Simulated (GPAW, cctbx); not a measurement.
## How far are the atoms of CaPb3S4 from free atoms?

Question: by how much does bonding change the structure factors of CaPb3S4?

The cell is our own: ordered rocksalt alloy in the eight-atom cube, 1 of 4 Pb sites given to Ca. All numbers below are calculated.

## 1. Relax the structure

The density hangs on the geometry, so cell and atoms are relaxed first, with the symmetry held. The cutoff is set higher than for the density because stress converges slowly with plane waves.

Settings: GPAW 26.7.0, PBE, 650 eV, 4×4×4 k-points, Fermi–Dirac width 0.02 eV, BFGS to 0.02 eV/Å.

```text
cell
1.0
     5.937500000    0.000000000    0.000000000
     0.000000000    5.937500000    0.000000000
     0.000000000    0.000000000    5.937500000
Ca S Pb
1 4 3
Direct
0.000000000 0.000000000 0.000000000
0.500000000 0.000000000 0.000000000
0.500000000 0.500000000 0.500000000
0.000000000 0.000000000 0.500000000
0.000000000 0.500000000 0.000000000
0.000000000 0.500000000 0.500000000
0.500000000 0.000000000 0.500000000
0.500000000 0.500000000 0.000000000
```

```console
$ OMP_NUM_THREADS=1 mpirun -n 4 gpaw python run.py > gpaw.log
```

```text
BFGS:    0      -37.237458        0.048130
BFGS:    1      -37.237554        0.046367
BFGS:    2      -37.238755        0.014232
cell  5.9514 5.9514 5.9514  90.00 90.00 90.00
volume 210.798 A^3, largest force 0.000 eV/A, largest stress 0.09 GPa
```

After 2 steps the volume has changed by +0.7 % and the energy by -0.001 eV; the largest stress left is 0.09 GPa. It took 2.1 min on 4 cores of Arm Neoverse N1 (shared host), peak memory 1.1 GiB.

Relaxed structure: Pm-3m (no. 221), a = 5.9514 Å, b = 5.9514 Å, c = 5.9514 Å, α = 90.00°, β = 90.00°, γ = 90.00°.

```
atom  mult.    x    y    z
 Pb1      3    0  1/2  1/2
 Ca1      1    0    0    0
  S1      3  1/2    0    0
  S2      1  1/2  1/2  1/2
```

## 2. The all-electron density

X-rays see the whole electron density, so the PAW density is rebuilt with its core regions. Subtracting spherical free atoms from the same code cancels the cores and leaves the deformation density Δρ, the part due to bonding.

Settings: PBE, 600 eV, 4×4×4 k-points, Fermi–Dirac width 0.02 eV; primitive cell of 8 atoms.

```console
$ OMP_NUM_THREADS=1 mpirun -n 4 gpaw python run.py > gpaw.log
```

```text
|iter:   1|       0s |  -38.688261 | +0.14 |       |
|iter:   2|       3s |  -38.454310 | -0.83 | -1.13 |
|iter:   3|       7s |  -37.195410 | -0.90 | -1.18 |
...
|iter:  13|      40s |  -37.232281c| -6.97 | -5.88c|
|iter:  14|      43s |  -37.232281c| -7.29 | -6.24c|
|iter:  15|      45s |  -37.232281c| -7.71c| -6.57c|
```

```text
grid (70, 70, 70)  electrons 330.000  moved by bonding 1.875 e
deformation density beyond 0.5 A of the nuclei: max 0.075, min -0.035 e/A^3
atom        x       y       z   Voronoi charge  moment
Pb1    0.0000  0.5000  0.5000      0.377       0.00
Pb2    0.5000  0.0000  0.5000      0.377       0.00
Pb3    0.5000  0.5000  0.0000      0.377       0.00
Ca4    0.0000  0.0000  0.0000      0.228       0.00
S 5    0.5000  0.0000  0.0000     -0.342       0.00
S 6    0.5000  0.5000  0.5000     -0.334       0.00
S 7    0.0000  0.0000  0.5000     -0.342       0.00
S 8    0.0000  0.5000  0.0000     -0.342       0.00
mean inner potential of superposed free atoms 15.787 V
total magnetic moment 0.000 muB
```

Deformation density in a plane through the shortest contact of the Pb atom at the origin, in 0.01 e/Å³ (clipped at ±99); x from -1.6 to 4.6 Å, y from 2.4 down to -2.4 Å:

```text
  0   2   3   0  -1   1   3   2  -1  -3   1   4   2  -3  -2   1
 -1   1   2   4   4   3   2   0  -2  -2  -2  -2  -2  -2  -2   0
 -1  -1   0   2   3   2   0  -1  -1  -1   0   1   1  -1  -1  -1
 -1  -2  -2  -1   0  -1  -2  -1   0   1   3   5   4   2   0  -1
  1  -2  -3  -2   1  -2  -3  -1   1   3   4   4   4   3   2  -1
  2  -1  -2   1   .   2  -3   0   3   4   1   .   0   4   4   0
  3   0   1   .   .   2  -1   1   4   5  -1   .   .   4   5   1
  2  -1  -2   1   .   2  -3   0   3   4   1   .   0   4   4   0
  1  -2  -3  -2   1  -2  -3  -1   1   3   4   4   4   3   2  -1
 -1  -2  -2  -1   0  -1  -2  -1   0   1   3   5   4   2   0  -1
 -1  -1   0   2   3   2   0  -1  -1  -1   0   1   1  -1  -1  -1
 -1   1   2   4   4   3   2   0  -2  -2  -2  -2  -2  -2  -2   0
  0   2   3   0  -1   1   3   2  -1  -3   1   4   2  -3  -2   1
```

Atoms in or within 0.15 Å of the plane: Pb (0.0, 0.0), S (3.0, 0.0) Å. Dots mark points within about 0.45 Å of a nucleus; large values next to them are atomic features.

S gains most (-0.34 e) and Pb loses most (+0.38 e), in averages over each element's sites; S is the most electronegative element, but the order of the others doesn't follow electronegativity. Such charges fall far short of formal ones, since overlapping free atoms already put density on their neighbours. Along the shortest contact from the Pb atom at the map's origin, Pb–S at 2.98 Å, Δρ is +0.02 e/Å³ at the midpoint and highest, +0.05, 1.98 Å from Pb (points within 0.5 Å of a nucleus left out): little piles up between the atoms. At the midpoints of other shortest contacts it is +0.03 (Ca–S, 2.98 Å) e/Å³. Point values carry grid noise of about 0.01 e/Å³. The run needed 15 iterations, 61 s.

## 3. Structure factors

The Fourier components of Δρ, added to those of the free atoms, give the static X-ray structure factors; the Mott–Bethe relation turns them into the Fourier components V of the potential that fast electrons feel.

```text
static structure factors of the conventional cell: F in electrons, V (Mott-Bethe) in volts
   h  k  l      d  |F| table  |F| free   |F| DFT   change   |V| free  |V| DFT  change %
   0  1  0  5.9514    60.851    60.710    60.553   -0.157     0.994    1.114     12.2
   0  1  1  4.2083    59.468    59.353    59.231   -0.122     1.019    1.066      4.6
   1  1  1  3.4360   186.988   186.801   185.904   -0.897     3.902    4.132      5.9
   0  2  0  2.9757   279.768   279.714   280.508    0.794     9.682    9.529     -1.6
   0  2  1  2.6615    55.888    55.853    55.824   -0.029     0.947    0.951      0.5
   1  2  1  2.4296    54.917    54.890    54.921    0.031     0.913    0.909     -0.4
   0  2  2  2.1041   253.555   253.581   253.535   -0.046     7.357    7.361      0.1
   1  2  2  1.9838    52.455    52.438    52.481    0.044     0.818    0.815     -0.5
   0  3  0  1.9838    52.455    52.438    52.324   -0.114     0.818    0.828      1.2
   0  3  1  1.8820    51.747    51.730    51.672   -0.058     0.791    0.795      0.6
   1  3  1  1.7944   164.615   164.522   164.989    0.467     2.624    2.591     -1.2
   2  2  2  1.7180   235.766   235.803   235.508   -0.296     6.046    6.065      0.3
   0  3  2  1.6506    49.855    49.836    49.818   -0.018     0.721    0.722      0.2
   1  3  2  1.5906    49.286    49.266    49.280    0.014     0.701    0.700     -0.1
```

The largest X-ray change is -0.90 e on 111, 0.5 % of |F|. For electrons V goes as (Z − F)/g², so a change of F counts against Z − F, which is small at low angle and wherever the atoms' terms cancel: |V| of 010 moves by +12.2 % (0.99 to 1.11 V) against -0.3 % in |F|. The last three rows still change by up to 0.30 e; the table stops while the angles are still low. The tabulated Hartree–Fock atoms differ from the free DFT atoms by up to 0.19 e, so the choice of reference atom matters too.

## 4. Answer

Bonding moves 1.88 e in the primitive cell of CaPb3S4 and changes the structure factors of the conventional cell in the table above by at most 0.90 e (111, 0.5 %). The shortest bond, Pb–S, has Δρ = +0.02 e/Å³ at its midpoint. Limits: static density, frozen cores, no spin–orbit coupling.

[Outputs are excerpts: Python notices, other lines and further rows are left out; steps that failed or that the build refused (PBEsol, TPSS) are not shown.]

[Logs are printed without paths, hosts, clocks, repeated set-up lines and the standing remarks that a program may print on its own settings, such as how far it seeks lower states.]
